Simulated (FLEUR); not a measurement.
# Fixed-spin-moment curve of MnPt3 with FLEUR

How stiff is the moment of MnPt3, and are there other minima?

Calculated with FLEUR MaX-R8.1; LDA (VWN); all-electron FLAPW, Dirac cores, scalar-relativistic bands.

This is a report of a sequence of runs, with most program output left out.

## 1. Set-up

The structure is cubic, space group Pm-3m (No. 221). Conventional cell: a = 3.900 Å, b = 3.900 Å, c = 3.900 Å, α = 90.00°, β = 90.00°, γ = 90.00°. Nearest to Mn lie 12 Pt at 2.76 Å. Nearest to Pt lie 4 Mn at 2.76 Å and 8 Pt at 2.76 Å. Farther neighbours are not listed.

The settings of this session are cheaper than careful work needs (see the inputs), so it shows what such settings give, not the properties of the crystal.

## 2. The free run

The free run tells which range of moments is worth scanning.

inpgen writes inp.xml from crystal.txt; cutoffs, mixing, functional, smearing and local orbitals are then set in the file. The k list default-1 (kpts.xml, not shown) is a Γ-centred 4×4×4 mesh; where the ranks do not divide the number of points, some are split in two of half the weight.

The input, inp.xml:

```
<?xml version="1.0" encoding="UTF-8" standalone="no"?>
<fleurInput fleurInputVersion="0.39">
   <comment>
      MnPt3
   </comment>
   <calculationSetup>
      <cutoffs Kmax="3.6" Gmax="10.8" GmaxXC="10.8" numbands="0"/>
      <scfLoop itmax="90" minDistance="0.00002" maxIterBroyd="15" imix="Anderson" alpha="0.05" precondParam="0.0" spinf="2.0" sdNocoIR="T"/>
      <coreElectrons ctail="T" frcor="F" kcrel="1" coretail_lmax="0"/>
      <xcFunctional name="vwn" relativisticCorrections="F"/>
      <magnetism jspins="2"/>
      <soc l_soc="F" theta="0.0" phi="0.0" spav="F"/>
      <expertModes spex="0" secvar="F"/>
      <geometryOptimization l_f="F" forcealpha="1.0" forcemix="BFGS" epsdisp="0.00001" epsforce="0.00001"/>
      <ldaU l_linMix="F" mixParam="0.05" spinf="1.0"/>
   </calculationSetup>
   <cell>
      <bzIntegration valenceElectrons="63.0" mode="hist" fermiSmearingEnergy="0.00293995">
         <kPointListSelection listName="default-1"/>
         <xi:include xmlns:xi="http://www.w3.org/2001/XInclude" href="kpts.xml"> </xi:include>
      </bzIntegration>
      <xi:include xmlns:xi="http://www.w3.org/2001/XInclude" href="sym.xml"> </xi:include>
      <bulkLattice scale="1.0">
         <bravaisMatrix>
            <row-1>    7.3699318859399998     0.0000000000000000     0.0000000000000000</row-1>
            <row-2>    0.0000000000000000     7.3699318859399998     0.0000000000000000</row-2>
            <row-3>    0.0000000000000000     0.0000000000000000     7.3699318859399998</row-3>
         </bravaisMatrix>
      </bulkLattice>
   </cell>
   <atomSpecies>
      <species name="Manganese 3.500" element="Mn" atomicNumber="25">
         <mtSphere radius="2.54" gridPoints="839" logIncrement="0.015"/>
         <atomicCutoffs lmax="6" lnonsphr="4"/>
         <electronConfig flipSpins="F">
            <coreConfig>(1s1/2) (2s1/2) (2p1/2) (2p3/2)</coreConfig>
            <valenceConfig>(3s1/2) (3p1/2) (3p3/2) (4s1/2) (3d3/2) (3d5/2)</valenceConfig>
            <stateOccupation state="(3d3/2)" spinUp="1.25" spinDown="0.75"/>
            <stateOccupation state="(3d5/2)" spinUp="3.0" spinDown="0.0"/>
         </electronConfig>
         <energyParameters s="4" p="4" d="3" f="4"/>
         <lo type="SCLO" l="0" n="3" eDeriv="0"/>
         <lo type="SCLO" l="1" n="3" eDeriv="0"/>
      </species>
      <species name="Platinum (Pt)" element="Pt" atomicNumber="78">
         <mtSphere radius="2.54" gridPoints="839" logIncrement="0.016"/>
         <atomicCutoffs lmax="6" lnonsphr="4"/>
         <electronConfig flipSpins="F">
            <coreConfig>(1s1/2) (2s1/2) (2p1/2) (2p3/2) (3s1/2) (3p1/2) (3p3/2) (4s1/2) (3d3/2) (3d5/2) (4p1/2) (4p3/2) (5s1/2) (4d3/2) (4d5/2) (4f5/2) (4f7/2)</coreConfig>
            <valenceConfig>(5p1/2) (5p3/2) (6s1/2) (5d3/2) (5d5/2)</valenceConfig>
            <stateOccupation state="(6s1/2)" spinUp="0.500000" spinDown="0.500000"/>
            <stateOccupation state="(5d3/2)" spinUp="1.800000" spinDown="1.800000"/>
            <stateOccupation state="(5d5/2)" spinUp="2.700000" spinDown="2.700000"/>
         </electronConfig>
         <energyParameters s="6" p="6" d="5" f="5"/>
         <lo type="SCLO" l="1" n="5" eDeriv="0"/>
      </species>
   </atomSpecies>
   <atomGroups>
      <atomGroup species="Manganese 3.500">
         <relPos label="                   1">.0000000000 .0000000000 .0000000000</relPos>
         <force calculate="T" relaxXYZ="TTT"/>
      </atomGroup>
      <atomGroup species="Platinum (Pt)">
         <relPos label="                   2">.0000000000 1.000/2.000 1.000/2.000</relPos>
         <relPos label="                   3">1.000/2.000 .0000000000 1.000/2.000</relPos>
         <relPos label="                   4">1.000/2.000 1.000/2.000 .0000000000</relPos>
         <force calculate="T" relaxXYZ="TTT"/>
      </atomGroup>
   </atomGroups>
   <output dos="F" band="F" slice="F">
      <bandDOS minEnergy="-.5*Htr" maxEnergy="0.5*Htr" sigma="0.015" storeEVData="T"/>
      <plotting iplot="0" polar="F">
         <plot TwoD="T" vec1="  1.0  0.0  0.0" vec2="  0.0  1.0  0.0" vec3="  0.0  0.0  1.0" zero="  0.0  0.0  0.0" file="plot"/>
      </plotting>
      <moessbauerParams electricFieldGradient="F" isomerShift="F" coreHyperfine="F" valenceHyperfine="F"/>
   </output>
</fleurInput>
```

The input, crystal.txt:

```
MnPt3
&input film=F cartesian=F /
3.90000000000  0.00000000000  0.00000000000
0.00000000000  3.90000000000  0.00000000000
0.00000000000  0.00000000000  3.90000000000
1.8897261246
1.0 1.0 1.0

4
25 0.00000000000  0.00000000000  0.00000000000 : 3.500
78 0.00000000000  0.50000000000  0.50000000000
78 0.50000000000  0.00000000000  0.50000000000
78 0.50000000000  0.50000000000  0.00000000000

&kpt div1=4 div2=4 div3=4 gamma=T /
```

Started as:

```console
> OMP_NUM_THREADS=1 inpgen -f crystal.txt > inpgen.log  # inp.xml is then edited as shown
> OMP_NUM_THREADS=1 mpirun -n 4 fleur_MPI > fleur.log
```

Elapsed: 20 s, on 4 MPI ranks of Arm Neoverse N1, shared host; peak memory 0.18 GiB; 79 s of CPU time.

Spin moment in the muffin-tin sphere by atom:

```csv
atom,spin moment in the muffin-tin sphere (μB)
Mn1,3.68
Pt2,0.18
Pt3,0.18
Pt4,0.18
```

Numbers from this step:

```yaml
free_energy: -1536519.0820 eV
program_s_band_gap_on_this_mesh_in_a_metal_only_a_level_spacing: 0.002223 eV
magnetization: 4.251 μB
final_state: ferromagnetic
```

After 26 cycles the largest moment stands at 3.68 μB.

## 3. No spin polarisation

Changes to inp.xml since step 2:

```diff
@@ -10,3 +10,3 @@
       <xcFunctional name="vwn" relativisticCorrections="F"/>
-      <magnetism jspins="2"/>
+      <magnetism jspins="1"/>
       <soc l_soc="F" theta="0.0" phi="0.0" spav="F"/>
@@ -31,3 +31,3 @@
    <atomSpecies>
-      <species name="Manganese 3.500" element="Mn" atomicNumber="25">
+      <species name="Manganese (Mn)" element="Mn" atomicNumber="25">
          <mtSphere radius="2.54" gridPoints="839" logIncrement="0.015"/>
@@ -37,4 +37,4 @@
             <valenceConfig>(3s1/2) (3p1/2) (3p3/2) (4s1/2) (3d3/2) (3d5/2)</valenceConfig>
-            <stateOccupation state="(3d3/2)" spinUp="1.25" spinDown="0.75"/>
-            <stateOccupation state="(3d5/2)" spinUp="3.0" spinDown="0.0"/>
+            <stateOccupation state="(3d3/2)" spinUp="1.000000" spinDown="1.000000"/>
+            <stateOccupation state="(3d5/2)" spinUp="1.500000" spinDown="1.500000"/>
          </electronConfig>
@@ -59,3 +59,3 @@
    <atomGroups>
-      <atomGroup species="Manganese 3.500">
+      <atomGroup species="Manganese (Mn)">
          <relPos label="                   1">.0000000000 .0000000000 .0000000000</relPos>
```

Changes to crystal.txt since step 2:

```diff
@@ -9,3 +9,3 @@
 4
-25 0.00000000000  0.00000000000  0.00000000000 : 3.500
+25 0.00000000000  0.00000000000  0.00000000000
 78 0.00000000000  0.50000000000  0.50000000000
```

Wall time 1.2 s (4 MPI ranks); peak memory 0.07 GiB.

The run ended without a usable result.

## 4. Moment fixed at 4.304 μB

Two Fermi energies hold the total moment; the run starts from the free run's density.

Changes to inp.xml since step 3:

```diff
@@ -10,3 +10,3 @@
       <xcFunctional name="vwn" relativisticCorrections="F"/>
-      <magnetism jspins="1"/>
+      <magnetism jspins="2" fixed_moment="4.304"/>
       <soc l_soc="F" theta="0.0" phi="0.0" spav="F"/>
@@ -31,3 +31,3 @@
    <atomSpecies>
-      <species name="Manganese (Mn)" element="Mn" atomicNumber="25">
+      <species name="Manganese 3.500" element="Mn" atomicNumber="25">
          <mtSphere radius="2.54" gridPoints="839" logIncrement="0.015"/>
@@ -37,4 +37,4 @@
             <valenceConfig>(3s1/2) (3p1/2) (3p3/2) (4s1/2) (3d3/2) (3d5/2)</valenceConfig>
-            <stateOccupation state="(3d3/2)" spinUp="1.000000" spinDown="1.000000"/>
-            <stateOccupation state="(3d5/2)" spinUp="1.500000" spinDown="1.500000"/>
+            <stateOccupation state="(3d3/2)" spinUp="1.25" spinDown="0.75"/>
+            <stateOccupation state="(3d5/2)" spinUp="3.0" spinDown="0.0"/>
          </electronConfig>
@@ -59,3 +59,3 @@
    <atomGroups>
-      <atomGroup species="Manganese (Mn)">
+      <atomGroup species="Manganese 3.500">
          <relPos label="                   1">.0000000000 .0000000000 .0000000000</relPos>
```

Started as:

```console
> OMP_NUM_THREADS=1 mpirun -n 4 fleur_MPI > fleur.log
```

The job ended after 11 s (4 MPI ranks; peak memory 0.18 GiB).

Numbers from this step:

- magnetization: 4.304 μB

Its energy lies +0.6 meV a cell from the free run's.

## 5. Moment fixed at 3.587 μB

Changes to inp.xml since step 4:

```diff
@@ -10,3 +10,3 @@
       <xcFunctional name="vwn" relativisticCorrections="F"/>
-      <magnetism jspins="2" fixed_moment="4.304"/>
+      <magnetism jspins="2" fixed_moment="3.587"/>
       <soc l_soc="F" theta="0.0" phi="0.0" spav="F"/>
```

Wall time 13 s (4 MPI ranks); peak memory 0.18 GiB.

Numbers from this step:

| Property | Result |
| --- | --- |
| magnetization | 3.587 μB |

Its energy lies +54.9 meV a cell from the free run's.

## 6. Moment fixed at 5.021 μB

Changes to inp.xml since step 5:

```diff
@@ -10,3 +10,3 @@
       <xcFunctional name="vwn" relativisticCorrections="F"/>
-      <magnetism jspins="2" fixed_moment="3.587"/>
+      <magnetism jspins="2" fixed_moment="5.021"/>
       <soc l_soc="F" theta="0.0" phi="0.0" spav="F"/>
```

Wall time 13 s (4 MPI ranks); peak memory 0.18 GiB; 50 s of CPU time.

Numbers from this step:

```yaml
magnetization: 5.021 μB
```

Its energy lies +67.1 meV a cell from the free run's.

## 7. Another try

A slip in the input shows what the program catches and what it lets pass.

Changes to inp.xml since step 2:

```diff
@@ -6,4 +6,4 @@
    <calculationSetup>
-      <cutoffs Kmax="3.6" Gmax="10.8" GmaxXC="10.8" numbands="0"/>
-      <scfLoop itmax="90" minDistance="0.00002" maxIterBroyd="15" imix="Anderson" alpha="0.05" precondParam="0.0" spinf="2.0" sdNocoIR="T"/>
+      <cutoffs Kmax="2.3" Gmax="6.9" GmaxXC="6.9" numbands="0"/>
+      <scfLoop itmax="50" minDistance="0.00002" maxIterBroyd="15" imix="Anderson" alpha="0.05" precondParam="0.0" spinf="2.0" sdNocoIR="T"/>
       <coreElectrons ctail="T" frcor="F" kcrel="1" coretail_lmax="0"/>
```

crystal.txt is that of step 2.

Started as:

```console
> OMP_NUM_THREADS=1 inpgen -f crystal.txt > inpgen.log  # inp.xml is then edited as shown
> OMP_NUM_THREADS=1 mpirun -n 4 fleur_MPI > fleur.log
```

Wall time 9.8 s (4 MPI ranks); peak memory 0.17 GiB.

The run converged, but its input is faulty, so its numbers are not to be trusted.

The fault in the input: a cutoff far too low.

Side by side:

```csv
quantity,this run,first run,difference
largest moment (μB),3.9184,3.6760,0.242
magnetization (μB),4.569,4.2508,0.318
free energy (eV),-1536495.42,-1536519.08,23.7
```

One result that differs is the magnetization, 4.57 μB against 4.25 μB.

Too few augmented waves can't hold the states between the spheres; radius times Kmax of 7 to 8 is usual.

## 8. E(M)

The other moments were run in the same way.

Energy over the lowest against total spin moment:

```csv
total spin moment (μB a cell),energy over the lowest (meV a cell)
0.72,1152
1.44,931
2.15,625
2.87,301
3.59,54.9
4.25,0
4.30,0.606
5.02,67.1
5.74,291
```

Moment, largest sphere moment against total spin moment:

```csv
total spin moment (μB a cell),"moment, largest sphere moment (μB)"
0.72,1.15
1.44,2.18
2.15,2.88
2.87,3.38
3.59,3.61
4.25,3.68
4.30,3.68
5.02,3.85
5.74,3.92
```

## 9. Summary of results

| Property | Result |
| --- | --- |
| moment of the free run | 4.25 μB a cell |
| moment of the lowest point | 4.25 μB a cell |

[Logs and program files are shortened in this print: banners, set-up blocks, solver, clock and traceback lines can be left out without a mark of their own.]

[Logs are printed without paths, hosts, clocks, repeated set-up lines and the standing remarks that a program may print on its own settings, such as how far it seeks lower states.]

[Hosts, paths, dates, database ids (printed as entryN), source tags and the programs' standing remarks are cut or masked in the printed files.]

[Where a cell is said to come from a database of computed structures, the database is the Materials Project.]
